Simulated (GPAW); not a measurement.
# Cl/Co(0001) in an electric field

Wanted: the out-of-plane polarisability of Cl/Co(0001).

Program: GPAW 26.7.0. Level of theory: GPAW, PAW setups; slab in vacuum, relaxation, in the first sound run; inputs show where later runs differ. Results are calculated unless marked as measured.

Most raw output is cut from this account.

### Step 1. Set-up

The cell holds 5 atoms: 4 Co and 1 Cl. Its edges and angles: a = 2.510 Å, b = 2.510 Å, c = 26.012 Å, α = 90.0°, β = 90.0°, γ = 60.0°. Vacuum lies along c.

Structure file:

```cif
data_structure
_symmetry_space_group_name_H-M 'P 1'
_symmetry_Int_Tables_number 1
_cell_length_a 2.5100
_cell_length_b 2.5100
_cell_length_c 26.0124
_cell_angle_alpha 90.000
_cell_angle_beta 90.000
_cell_angle_gamma 60.000
_cell_volume 141.92
loop_
_atom_site_label
_atom_site_type_symbol
_atom_site_fract_x
_atom_site_fract_y
_atom_site_fract_z
_atom_site_occupancy
Co1 Co 0.66667 0.66667 0.34599 1
Co2 Co 0.00000 0.00000 0.42424 1
Co3 Co 0.66667 0.66667 0.50250 1
Co4 Co 0.00000 0.00000 0.58075 1
Cl5 Cl 0.33333 0.33333 0.65401 1
```

### Step 2. Relaxation

The atoms are relaxed first, since the surface dipole, and with it the work function, follows the positions of the outer layers. The lowest 2 atoms are held at bulk positions and keep their forces.

The input, run.py:

```python
import json
import numpy as np
from ase import Atoms
from ase.constraints import FixAtoms
from ase.optimize import BFGS
from gpaw import GPAW, PW

slab = Atoms(
    ['Co', 'Co', 'Co', 'Co', 'Cl'],
    positions=[
        [2.51000, 1.44915, 9.00000],
        [0.00000, 0.00000, 11.03561],
        [2.51000, 1.44915, 13.07122],
        [0.00000, 0.00000, 15.10683],
        [1.25500, 0.72457, 17.01240]],
    cell=[[2.51, 0.0, 0.0], [1.255, 2.17372, 0.0], [0.0, 0.0, 26.0124]],
    pbc=[True, True, False],
    magmoms=[1.7, 1.7, 1.7, 1.7, 0.0])

slab.calc = GPAW(mode=PW(400), xc='PBE', kpts={'size': (14, 14, 1), 'gamma': True},
                 occupations={'name': 'fermi-dirac', 'width': 0.1}, nbands='160%',
                 convergence={'density': 1e-05}, maxiter=200,
                 poissonsolver={'dipolelayer': 'xy'},
                 symmetry={'tolerance': 1e-3, 'extra_ids': [1, 1, 0, 0, 0]}, txt='slab.txt')
result = {}
slab.set_constraint(FixAtoms([0, 1]))
path = []
opt = BFGS(slab, maxstep=0.2)
opt.attach(lambda: path.append((slab.get_potential_energy(), slab.positions.tolist(), slab.get_forces().tolist())))
result['relaxed'] = bool(opt.run(fmax=0.03, steps=40))
result['path'] = path
energy = slab.get_potential_energy()
fermi = slab.calc.get_fermi_level()
v = slab.calc.get_electrostatic_potential().mean((0, 1)) - fermi
n = slab.calc.get_pseudo_density().mean((0, 1))
L = slab.cell[2, 2]
z = np.arange(len(v)) * L / len(v)
low, high = slab.positions[:, 2].min(), slab.positions[:, 2].max()
below, above = np.interp([low - 6.8, high + 6.8], z, v)
slopes = [np.interp(x, z, np.gradient(v, z)) for x in (low - 6.8, high + 6.8)]
eps = np.array([[slab.calc.get_eigenvalues(k, s) for k in range(len(slab.calc.get_ibz_k_points()))]
                for s in range(slab.calc.get_number_of_spins())]) - fermi
top, bottom = eps[eps < 0].max(), eps[eps > 0].min()
dipole = slab.get_dipole_moment()[2]
print(f'energy {energy:.4f} eV, Fermi level {fermi:.4f} eV, dipole {dipole:.5f} e A')
print(f'potential 6.8 A off the faces, from the Fermi level: lower {below:.4f} eV, upper {above:.4f} eV')
print(f'slope of the potential there: lower {slopes[0]:.5f}, upper {slopes[1]:.5f} eV/A')
print(f'nearest levels on the mesh: {top:.4f} and {bottom:.4f} eV')
print('magnetic moment', round(slab.get_magnetic_moment(), 3))
result.update(energy=energy, fermi=fermi, dipole=dipole, below=below, above=above, slopes=slopes, edges=[top, bottom],
              z=z.tolist(), v=v.tolist(), n=n.tolist(), positions=slab.positions.tolist(),
              forces=slab.get_forces(apply_constraint=False).tolist(), moments=slab.get_magnetic_moments().tolist())
json.dump(result, open('result.json', 'w'))
```

Started as:

```
OMP_NUM_THREADS=1 OPENBLAS_NUM_THREADS=1 python run.py
```

The job ended after 30 min (1 thread of Arm Neoverse V2, shared host; peak memory 0.27 GiB).

The steps of the relaxation:

```
step  energy less that of the first step (eV)  largest force (eV/Å)
   1                                   0.0000                0.5632
   2                                  -0.0068                0.4827
   3                                  -0.0286                0.1755
   4                                  -0.0297                0.1828
   5                                  -0.0318                0.1328
   6                                  -0.0326                0.0745
   7                                  -0.0326                0.0452
   8                                  -0.0326                0.0301
   9                                  -0.0326                0.0393
  10                                  -0.0326                0.0421
  11                                  -0.0328                0.0422
  12                                  -0.0331                0.0368
  13                                  -0.0334                0.0250
```

The atoms that moved most (Å):

```csv
atom,dx,dy,dz,length
Cl5,0.000,0.000,0.111,0.111
Co4,0.000,0.000,-0.052,0.052
```

The relaxed structure:

```
Co Cl
1.0
     2.51000    0.00000    0.00000
     1.25500    2.17372    0.00000
     0.00000    0.00000   26.01240
Co Cl
4 1
Direct
  0.66667 0.66667 0.34599
  0.00000 0.00000 0.42424
  0.66667 0.66667 0.50257
  0.00000 0.00000 0.57875
  0.33333 0.33333 0.65828
```

This step gave:

* dipole along the normal: 0.01735 e·Å
* levels nearest the Fermi level on the mesh: -3.44e-4, 0.003735 eV from the Fermi level
* upper work function: 4.426 eV
* lower work function: 4.996 eV
* site moments: 1.801, 1.746, 1.698, 1.753, 0.04681 μB
* sum of the site moments: 7.044 μB

The electrostatic potential energy of an electron (without an applied field's), less the Fermi level, planar mean by z:

```csv
z (Å),"electrostatic potential energy of an electron (without an applied field's), less the Fermi level, planar mean (eV)"
0.0,4.71
0.5,5.00
1.0,5.00
1.5,5.00
2.0,5.00
2.5,5.00
3.0,5.00
3.5,5.00
4.0,5.00
4.5,4.99
5.0,4.99
5.5,4.99
6.0,4.97
6.5,4.91
7.0,4.68
7.5,3.90
8.0,1.13
8.5,-8.83
9.0,-23.7
9.5,-8.87
10.0,-0.750
10.5,-7.78
11.0,-23.4
11.5,-10.1
12.0,-0.830
12.5,-6.67
13.0,-23.3
13.5,-11.5
14.0,-1.25
14.5,-7.24
15.0,-23.5
15.5,-11.6
16.0,-1.61
16.5,-6.03
17.0,-30.4
17.5,-16.0
18.0,0.487
18.5,3.73
19.0,4.30
19.5,4.40
20.0,4.42
20.5,4.42
21.0,4.43
21.5,4.43
22.0,4.43
22.5,4.43
23.0,4.43
23.5,4.43
24.0,4.43
24.5,4.43
25.0,4.43
25.5,4.43
```

The pseudo valence density, planar mean oscillates, so the rows of the table below give means over windows of 1.95 Å about each position, cut where the curve ends. Its maxima inside the range that stand out by 2 % of the span (Å: e/Å³): 9.1: 1.68, 11.1: 1.80, 13.0: 1.75, 15.0: 1.71, 16.9: 0.841, 17.3: 0.836. Its minima: 10.0: 0.303, 12.1: 0.306, 14.1: 0.326, 16.0: 0.277, 17.1: 0.776.

The pseudo valence density, planar mean by z; means over each step:

z (Å), pseudo valence density, planar mean (e/Å³) and a bar:
```
     4.87       0.00 
     6.82       0.02 #
     8.77       0.78 ############################
    10.72       0.83 ##############################
    12.67       0.82 ##############################
    14.62       0.84 ##############################
    16.57       0.60 #####################
    18.52       0.16 ######
    20.47       0.00 
    22.42       0.00
```

Site moment by atom:

| atom | site moment (μB) |
| --- | --- |
| Co1 | 1.80 |
| Co2 | 1.75 |
| Co3 | 1.70 |
| Co4 | 1.75 |
| Cl5 | 0.05 |

The relaxation lowered the energy of the cell by 0.0334 eV (energies extrapolated to zero smearing; the optimiser's log prints free energies). The largest force left on a free atom is 0.025 eV/Å.

### Step 3. The slab's potential

The work function is the vacuum plateau of the electrostatic potential less the Fermi level; a dipole layer lets the two faces have plateaus of their own.

This step: GPAW, PAW setups; slab in vacuum (GPAW 26.7.0).

run.py, as its differences from that of step 2:

```diff
@@ -3,4 +3,2 @@
 from ase import Atoms
-from ase.constraints import FixAtoms
-from ase.optimize import BFGS
 from gpaw import GPAW, PW
@@ -12,5 +10,5 @@
         [0.00000, 0.00000, 11.03561],
-        [2.51000, 1.44915, 13.07122],
-        [0.00000, 0.00000, 15.10683],
-        [1.25500, 0.72457, 17.01240]],
+        [2.51000, 1.44915, 13.07316],
+        [0.00000, -0.00000, 15.05456],
+        [1.25500, 0.72457, 17.12338]],
     cell=[[2.51, 0.0, 0.0], [1.255, 2.17372, 0.0], [0.0, 0.0, 26.0124]],
@@ -23,10 +21,4 @@
                  poissonsolver={'dipolelayer': 'xy'},
-                 symmetry={'tolerance': 1e-3, 'extra_ids': [1, 1, 0, 0, 0]}, txt='slab.txt')
+                 symmetry={'tolerance': 1e-3}, txt='slab.txt')
 result = {}
-slab.set_constraint(FixAtoms([0, 1]))
-path = []
-opt = BFGS(slab, maxstep=0.2)
-opt.attach(lambda: path.append((slab.get_potential_energy(), slab.positions.tolist(), slab.get_forces().tolist())))
-result['relaxed'] = bool(opt.run(fmax=0.03, steps=40))
-result['path'] = path
 energy = slab.get_potential_energy()
```

The job ended after 3.6 min (1 thread; peak memory 0.26 GiB).

This step gave:

- dipole along the normal: 0.01734 e·Å
- levels nearest the Fermi level on the mesh: -3.33e-4, 0.003743 eV from the Fermi level
- site moments: 1.801, 1.746, 1.698, 1.753, 0.04680 μB

The electrostatic potential energy of an electron (without an applied field's), less the Fermi level, planar mean oscillates, so the rows of the table below give means over windows of 2.06 Å about each position, cut where the curve ends. Its maxima inside the range that stand out by 2 % of the span (Å: eV): 10.0: -0.733, 12.0: -0.700, 14.1: -1.10, 16.1: -1.20. Its minima: 9.0: -23.7, 11.1: -23.8, 13.1: -23.7, 15.1: -24.1, 17.1: -33.3.

Electrostatic potential energy of an electron (without an applied field's), less the Fermi level, planar mean against z; means over each step:

| z (Å) | electrostatic potential energy of an electron (without an applied field's), less the Fermi level, planar mean (eV) |
| --- | --- |
| 1.03 | 4.97 |
| 3.09 | 5.00 |
| 5.15 | 4.99 |
| 7.21 | 3.64 |
| 9.27 | -10.2 |
| 11.33 | -10.3 |
| 13.39 | -10.5 |
| 15.45 | -10.7 |
| 17.51 | -11.7 |
| 19.57 | 4.34 |
| 21.63 | 4.43 |
| 23.69 | 4.43 |
| 25.75 | 4.45 |

Pseudo valence density, planar mean against z:

z (Å), pseudo valence density, planar mean (e/Å³) and a bar:
```
      5.0       0.00 
      5.5       0.00 
      6.0       0.00 
      6.5       0.00 
      7.0       0.01 
      7.5       0.04 #
      8.0       0.14 ##
      8.5       0.61 ###########
      9.0       1.67 #############################
      9.5       0.64 ###########
     10.0       0.31 #####
     10.5       0.59 ##########
     11.0       1.70 #############################
     11.5       0.68 ############
     12.0       0.31 #####
     12.5       0.54 #########
     13.0       1.73 ##############################
     13.5       0.78 ##############
     14.0       0.34 ######
     14.5       0.56 ##########
     15.0       1.70 #############################
     15.5       0.73 #############
     16.0       0.29 #####
     16.5       0.58 ##########
     17.0       0.81 ##############
     17.5       0.77 #############
     18.0       0.26 ####
     18.5       0.05 #
     19.0       0.01 
     19.5       0.00 
     20.0       0.00 
     20.5       0.00
```

Force by atom:

```
atom  x (eV/Å)  y (eV/Å)  z (eV/Å)   size
 Co1     0.000     0.000     0.435  0.435
 Co2     0.000     0.000    -0.432  0.432
 Co3     0.000     0.000     0.012  0.012
 Co4     0.000     0.000    -0.025  0.025
 Cl5     0.000     0.000     0.010  0.010
```

The potential is flat to 2.7e-4 eV/Å where it is read, so the vacuum is wide enough.

### Step 4. In a field

A uniform field along the normal polarises the slab; the atoms stay fixed, so this is the electronic response alone.

run.py, as its differences from that of step 3:

```diff
@@ -4,2 +4,3 @@
 from gpaw import GPAW, PW
+from gpaw.external import ConstantElectricField
 
@@ -21,2 +22,3 @@
                  poissonsolver={'dipolelayer': 'xy'},
+                 external=ConstantElectricField(-0.2, [0, 0, 1]),
                  symmetry={'tolerance': 1e-3}, txt='slab.txt')
```

The job ended after 17 min (1 thread; peak memory 0.59 GiB).

Numbers from this step:

| Property | Result |
| --- | --- |
| dipole along the normal | -0.04833 e·Å |
| levels nearest the Fermi level on the mesh | -4.22e-4, 0.004038 eV from the Fermi level |
| site moments | 1.801, 1.746, 1.698, 1.752, 0.04675 μB |
| sum of the site moments | 7.045 μB |
| potential below the slab, the applied field's own ramp left out | 3.856 eV from the Fermi level |
| potential above the slab, the applied field's own ramp left out | 5.459 eV from the Fermi level |

The electrostatic potential energy of an electron (without an applied field's), less the Fermi level, planar mean oscillates, so the rows of the table below give means over windows of 2.06 Å about each position, cut where the curve ends. Its maxima inside the range that stand out by 2 % of the span (Å: eV): 10.0: -1.34, 12.0: -0.896, 14.1: -0.885, 16.1: -0.573. Its minima: 9.0: -24.5, 11.1: -24.2, 13.1: -23.7, 15.1: -23.7, 17.1: -32.4.

Electrostatic potential energy of an electron (without an applied field's), less the Fermi level, planar mean against z; means over each step:

```
z (Å)  electrostatic potential energy of an electron (without an applied field's), less the Fermi level, planar mean (eV)
 1.03                                                                                                                3.93
 3.09                                                                                                                3.86
 5.15                                                                                                                3.85
 7.21                                                                                                                2.55
 9.27                                                                                                               -11.0
11.33                                                                                                               -10.6
13.39                                                                                                               -10.4
15.45                                                                                                               -10.3
17.51                                                                                                               -10.8
19.57                                                                                                                5.37
21.63                                                                                                                5.46
23.69                                                                                                                5.46
25.75                                                                                                                5.39
```

Force by atom:

```csv
atom,x (eV/Å),y (eV/Å),z (eV/Å),size
Co1,0.000,0.000,0.439,0.439
Co2,0.000,0.000,-0.435,0.435
Co3,0.000,0.000,0.014,0.014
Co4,0.000,0.000,-0.035,0.035
Cl5,0.000,0.000,0.019,0.019
```

The dipole is now -0.0483 e Å, against 0.017 in the run without a field.

### Step 5. Field on

run.py, as its differences from that of step 4:

```diff
@@ -22,3 +22,3 @@
                  poissonsolver={'dipolelayer': 'xy'},
-                 external=ConstantElectricField(-0.2, [0, 0, 1]),
+                 external=ConstantElectricField(-0.1, [0, 0, 1]),
                  symmetry={'tolerance': 1e-3}, txt='slab.txt')
```

The job ended after 17 min (1 thread; peak memory 0.59 GiB).

Numbers from this step:

- dipole along the normal: -0.01556 e·Å
- levels nearest the Fermi level on the mesh: -4.16e-4, 0.003861 eV from the Fermi level
- site moments: 1.801, 1.746, 1.698, 1.753, 0.04678 μB
- potential below the slab, the applied field's own ramp left out: 4.426 eV from the Fermi level
- potential above the slab, the applied field's own ramp left out: 4.942 eV from the Fermi level

The electrostatic potential energy of an electron (without an applied field's), less the Fermi level, planar mean oscillates, so the rows of the table below give means over windows of 2.06 Å about each position, cut where the curve ends. Its maxima inside the range that stand out by 2 % of the span (Å: eV): 10.0: -1.04, 12.0: -0.798, 14.1: -0.994, 16.1: -0.885. Its minima: 9.0: -24.1, 11.1: -24.0, 13.1: -23.7, 15.1: -23.9, 17.1: -32.8.

Table of electrostatic potential energy of an electron (without an applied field's), less the Fermi level, planar mean by z; means over each step:

z (Å), electrostatic potential energy of an electron (without an applied field's), less the Fermi level, planar mean (eV) and a bar from the least value:
```
     1.03        4.4 #############################
     3.09        4.4 #############################
     5.15        4.4 #############################
     7.21        3.1 ###########################
     9.27      -10.6 #
    11.33      -10.5 #
    13.39      -10.4 #
    15.45      -10.5 #
    17.51      -11.2 
    19.57        4.9 ##############################
    21.63        4.9 ##############################
    23.69        4.9 ##############################
    25.75        4.9 ##############################
```

Force by atom:

```csv
atom,x (eV/Å),y (eV/Å),z (eV/Å),size
Co1,0.000,0.000,0.437,0.437
Co2,0.000,0.000,-0.433,0.433
Co3,0.000,0.000,0.013,0.013
Co4,0.000,0.000,-0.031,0.031
Cl5,0.000,0.000,0.015,0.015
```

The dipole is now -0.0156 e Å, against 0.017 in the run without a field.

### Step 6. In a field

run.py, as its differences from that of step 5:

```diff
@@ -22,3 +22,3 @@
                  poissonsolver={'dipolelayer': 'xy'},
-                 external=ConstantElectricField(-0.1, [0, 0, 1]),
+                 external=ConstantElectricField(-0.05, [0, 0, 1]),
                  symmetry={'tolerance': 1e-3}, txt='slab.txt')
```

Run time: 16 min. Hardware: 1 thread; peak memory 0.6 GiB.

The electrostatic potential energy of an electron (without an applied field's), less the Fermi level, planar mean by z:

| z (Å) | electrostatic potential energy of an electron (without an applied field's), less the Fermi level, planar mean (eV) |
| --- | --- |
| 0.0 | 4.70 |
| 0.5 | 4.71 |
| 1.0 | 4.71 |
| 1.5 | 4.71 |
| 2.0 | 4.71 |
| 2.5 | 4.71 |
| 3.0 | 4.71 |
| 3.5 | 4.71 |
| 4.0 | 4.71 |
| 4.5 | 4.71 |
| 5.0 | 4.71 |
| 5.5 | 4.70 |
| 6.0 | 4.69 |
| 6.5 | 4.62 |
| 7.0 | 4.40 |
| 7.5 | 3.63 |
| 8.0 | 0.880 |
| 8.5 | -9.05 |
| 9.0 | -23.9 |
| 9.5 | -9.04 |
| 10.0 | -0.900 |
| 10.5 | -7.91 |
| 11.0 | -23.5 |
| 11.5 | -10.2 |
| 12.0 | -0.881 |
| 12.5 | -6.69 |
| 13.0 | -23.3 |
| 13.5 | -11.5 |
| 14.0 | -1.20 |
| 14.5 | -7.17 |
| 15.0 | -23.4 |
| 15.5 | -11.5 |
| 16.0 | -1.47 |
| 16.5 | -5.85 |
| 17.0 | -30.2 |
| 17.5 | -15.7 |
| 18.0 | 0.728 |
| 18.5 | 3.98 |
| 19.0 | 4.55 |
| 19.5 | 4.66 |
| 20.0 | 4.68 |
| 20.5 | 4.68 |
| 21.0 | 4.68 |
| 21.5 | 4.68 |
| 22.0 | 4.68 |
| 22.5 | 4.68 |
| 23.0 | 4.68 |
| 23.5 | 4.68 |
| 24.0 | 4.68 |
| 24.5 | 4.68 |
| 25.0 | 4.68 |
| 25.5 | 4.68 |

[end of part 1 of 2]

[Logs are printed without paths, hosts, clocks, repeated set-up lines and the standing remarks that a program may print on its own settings, such as how far it seeks lower states.]

[Hosts, paths, dates, database ids (printed as entryN), source tags and the programs' standing remarks are cut or masked in the printed files.]
